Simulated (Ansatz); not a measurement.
# Phonon transport in ZnO (zincite, P6_3mc), part 3 of 3

How well does the lattice of ZnO (zincite) conduct heat?

Experimental results on record:
- thermal conductivity 60 W/m/K near room temperature (given in “Combining the AFLOW GIBBS and Elastic Libraries to efficiently and robustly screen thermo-mechanical properties of solids”, 2017, arXiv:1611.05714)

Ansatz 0.2.0; DFT LDA, scalar-relativistic, plane waves, PAW; PAW set soft_1.

So far. Step 2 (Probe on a coarse mesh): The start is under -7.1 GPa at this level and looks like an insulator or semiconductor on this mesh. Step 4 (Tight relaxation): The residual pressure is -0.0052 GPa, small enough for phonons. The relaxed cell has a = 3.187, c = 5.152 Å (conventional setting).

### Step 6. Anharmonic force constants and conductivity (continued)

Spectral kappa at 300 K against frequency; read off at these points; values in W/m/K/THz:

```
frequency (THz)  relaxation time (W/m/K/THz)  full solution (W/m/K/THz)
           0.25                        0.379                      0.389
           0.75                         4.23                       4.37
           1.25                         14.0                       14.5
           1.75                         12.4                       12.9
           2.25                         13.2                       14.0
           2.75                         9.91                       10.7
           3.25                         10.3                       11.3
           3.75                         7.13                       7.81
           4.25                         5.21                       5.57
           4.75                         3.32                       3.41
           5.25                         2.36                       2.31
           5.75                         1.11                       1.10
           6.25                         1.18                       1.21
           6.75                         1.03                       1.10
           7.25                        0.703                      0.782
           7.75                        0.283                      0.341
           8.25                      0.00109                    0.00101
           8.75                            0                          0
           9.25                            0                          0
           9.75                            0                          0
          10.25                            0                          0
          10.75                            0                          0
          11.25                            0                          0
          11.75                       4.0e-4                          0
          12.25                       0.0118                     0.0137
          12.75                       0.0958                      0.117
          13.25                        0.364                      0.412
          13.75                        0.593                      0.652
          14.25                        0.801                      0.869
          14.75                        0.785                      0.866
          15.25                        0.353                      0.395
          15.75                       0.0540                     0.0517
          16.25                        0.110                     0.0797
          16.75                       0.0358                     0.0430
```

Relaxation-time solution. Share of κ carried by shorter paths against mean free path:

```
mean free path (nm)  100 K  300 K  800 K
              0.464      0      0  0.002
              0.681      0      0  0.005
                  1      0  0.001  0.012
               1.47      0  0.002  0.022
               2.15      0  0.005  0.038
               3.16      0  0.012   0.07
               4.64      0   0.02  0.099
               6.81  0.001  0.043  0.144
                 10  0.002  0.058  0.265
               14.7  0.005  0.092  0.393
               21.5  0.008  0.165  0.493
               31.6  0.016  0.284  0.598
               46.4   0.04  0.396  0.701
               68.1  0.109  0.475  0.771
                100  0.187  0.584  0.835
                147   0.26  0.683  0.855
                215   0.31  0.759   0.88
                316  0.381  0.826  0.923
                464  0.473  0.841  0.923
                681  0.604  0.866  0.957
               1000  0.688  0.914      1
               1470  0.752  0.914      1
               2150  0.781  0.971      1
               3160  0.831      1      1
               4640  0.889      1      1
               6810  0.889      1      1
              10000  0.963      1      1
              14700      1      1      1
```

300 K; a sample spread over frequency. Mode lifetimes, by row, the first 40 of 90 rows:

```
    q1      q2      q3  branch  frequency (THz)  rms speed (km/s)  three-phonon rate (1/ps)  isotope rate (1/ps)  lifetime (ps)  mean free path (nm)
     0  0.0588       0       1            0.468              2.19                   0.00592              1.32e-6            169                  370
0.0588  0.1176       0       2            1.406              2.48                    0.0143              2.04e-4           69.1                  171
     0  0.2353       0       1            1.781              1.76                    0.0219              6.43e-4           44.4                 78.1
0.0588  0.2353       0       1            2.104              2.13                    0.0273              0.00137           34.8                 74.2
0.0588  0.2353  0.1111       2            2.334              2.31                    0.0293              0.00228           31.7                 73.1
0.1176  0.2353  0.2222       1            2.497              1.61                    0.0324              0.00347           27.9                 44.9
0.0588  0.3529       0       1            2.602              1.63                    0.0457              0.00521           19.6                 31.9
0.1765  0.1765       0       2            2.715              2.36                    0.0337              0.00736           24.4                 57.5
0.0588  0.2941  0.1111       2            2.793              2.12                    0.0475              0.00688           18.4                   39
     0  0.1765  0.1111       3             2.88              0.96                    0.0426              0.00918           19.3                 18.5
0.0588  0.1765  0.3333       3            2.974              1.71                    0.0417               0.0127           18.4                 31.4
0.1176  0.1176  0.3333       3            3.046              1.73                    0.0425               0.0132             18                 31.1
0.0588  0.4706  0.3333       1            3.102              0.42                    0.0683               0.0143           12.1                 5.13
0.0588  0.1176       0       4            3.172              5.22                    0.0396               0.0112           19.7                  103
0.0588  0.2941  0.4444       2            3.264              1.49                    0.0496               0.0131             16                 23.8
0.2941  0.3529  0.3333       2            3.354              2.19                     0.073                0.018             11                   24
0.0588  0.1176  0.1111       4            3.444              5.27                    0.0507               0.0135           15.6                 82.1
0.1765  0.4118  0.1111       1            3.522               1.9                    0.0584               0.0134           13.9                 26.4
0.0588  0.1765  0.4444       4            3.604              2.23                    0.0686               0.0161           11.8                 26.3
0.1765  0.3529  0.1111       2            3.703              1.46                    0.0613               0.0198           12.3                   18
     0  0.3529  0.1111       3            3.795              1.48                    0.0702               0.0175           11.4                 16.9
0.2353  0.3529       0       1            3.885              1.61                     0.053               0.0167           14.4                 23.2
0.2353  0.2353  0.3333       3            4.015              0.97                    0.0741               0.0175           10.9                 10.5
0.0588  0.0588  0.3333       5            4.121              5.06                     0.112               0.0128           8.02                 40.6
     0  0.4706  0.1111       3            4.208               0.5                     0.107               0.0224           7.71                 3.87
0.1765  0.2353  0.1111       3            4.297              2.07                    0.0729               0.0217           10.6                 21.9
     0  0.4706  0.2222       4            4.448              2.09                     0.128               0.0177           6.86                 14.3
0.2353  0.2941  0.1111       3            4.591              1.65                     0.104               0.0178           8.23                 13.6
     0  0.2941  0.2222       4            4.708              1.88                     0.128               0.0156           6.94                 13.1
0.1176  0.3529  0.1111       4            4.894              1.32                     0.147                0.024           5.84                 7.68
0.1765  0.2353       0       4            5.022              0.38                     0.207               0.0177           4.44                 1.69
     0  0.1176  0.4444       5            5.185              4.41                     0.116               0.0046           8.31                 36.6
0.1176  0.1176  0.4444       5            5.771              3.75                     0.158              0.00361           6.18                 23.2
     0  0.3529       0       5            6.346              2.96                     0.298              0.00997           3.25                  9.6
     0  0.1765  0.3333       6            6.762              2.32                     0.267                0.018            3.5                 8.13
0.1765  0.2941  0.2222       5            6.982              2.17                     0.312               0.0358           2.88                 6.25
0.1176  0.1176  0.2222       6            7.155              1.32                     0.298               0.0412           2.94                 3.88
0.1765  0.2941  0.3333       5            7.277              1.98                     0.258               0.0538           3.21                 6.35
0.0588  0.2353       0       6            7.353              0.12                     0.444                0.137           1.72                0.205
0.1765  0.2941       0       6            7.434               0.5                     0.475               0.0958           1.75                0.878
```

Without the LO-TO term. Gamma linewidths, by row:

```
branch  frequency (cm⁻¹)  three-phonon rate (1/ps)  isotope rate (1/ps)  FWHM (cm⁻¹)
     4                90                    0.0412               0.0077         0.26
     5                90                    0.0412               0.0077         0.26
     6             260.9                      0.39               0.0416         2.29
     7             389.9                      2.37                    0         12.6
     8             408.5                       2.3              4.59e-4         12.2
     9             408.5                       2.3              4.59e-4         12.2
    10             441.2                      0.48               0.0155         2.63
    11             441.2                      0.48               0.0155         2.63
    12             552.9                     0.247               0.0482         1.56
```

W/m/K, third of the trace; RTA populations with a boundary rate v/L added to each mode (Matthiessen's rule). Kappa by grain size, by row:

```
T (K)   bulk  10 nm  30 nm  100 nm  300 nm  1000 nm  10000 nm  100000 nm
  100  140.7  6.634  16.01   34.78    58.5    86.59     125.4      138.5
  300  44.98  7.918  14.92   24.27   32.04    38.19     43.75      44.84
  600  22.16  6.433  10.61   15.07   18.13    20.28     21.89      22.13
```

W/m/K, third of the trace; RTA populations with the isotope rates scaled. Kappa by mass disorder, by row:

```
T (K)  no isotopes  as typed  variance x 3  variance x 10  variance x 30
  100        221.6     140.7         93.58          51.69          27.76
  300        50.83     44.98         37.55          25.86          15.64
  600         23.5     22.16         20.06          15.68           10.6
```

At 300 K the relaxation-time value is 45.0 W/(m K).

### Step 7. Outcome

| Quantity | Value |
| --- | --- |
| highest frequency | 561.8 cm⁻¹ |
| Debye temperature from the second moment | 685 K |
| κ at 300 K (relaxation time) | 45.05 W/m/K |
| κ at 300 K (full solution) | 47.65 W/m/K |
| mean free path at half of κ | 80 nm |
| share of κ above the three lowest branches | 0.275 |

**Reading.** The lattice of ZnO (zincite) conducts 47.6 W/(m K) at 300 K by LDA (mean over directions, full solution). The full solution lies +6 % from the relaxation-time value at 300 K, so the relaxation-time approximation serves here. Above 300 K the relaxation-time κ falls as T^-1.00, near the 1/T law of three-phonon scattering. Grains of 100 nm would keep 54 % of the bulk value at 300 K, and grains of 1 µm 85 %. Removing the natural isotope disorder raises κ at 300 K by 13 %. A measured thermal conductivity near room temperature is 60 W/m/K (arXiv:1611.05714); the calculated 47.6 W/m/K differs by -21 %. Missing scattering can't explain a value that is too low; the supercell, the cutoff, the meshes, the functional and the use of 0 K frequencies can. The sum rules changed one orbit of cubic constants by up to 27 %; by the manual a large change points to a short cutoff or, on a small and distant orbit, to noisy forces. The conductivities include the coherence part between close branches; the shares for grains, isotopes, branches and paths are of the relaxation-time populations alone. Cubic couplings among atoms farther apart than the pair cutoff are dropped, and neither the cutoff nor the q-mesh was shown to be converged here. The interpolation has no quadrupole term, so branches near the zone centre are less sure, since this crystal has sites that are not centres of inversion. The PAW files were made for PBE and are used here under another functional, for which the program regenerates the frozen cores.

[Logs are printed without paths, hosts, clocks, repeated set-up lines and the standing remarks that a program may print on its own settings, such as how far it seeks lower states.]

[Hosts, paths, dates, database ids (printed as entryN), source tags and the programs' standing remarks are cut or masked in the printed files.]

[A step with changed settings may run another functional than the one named; its input shows which.]
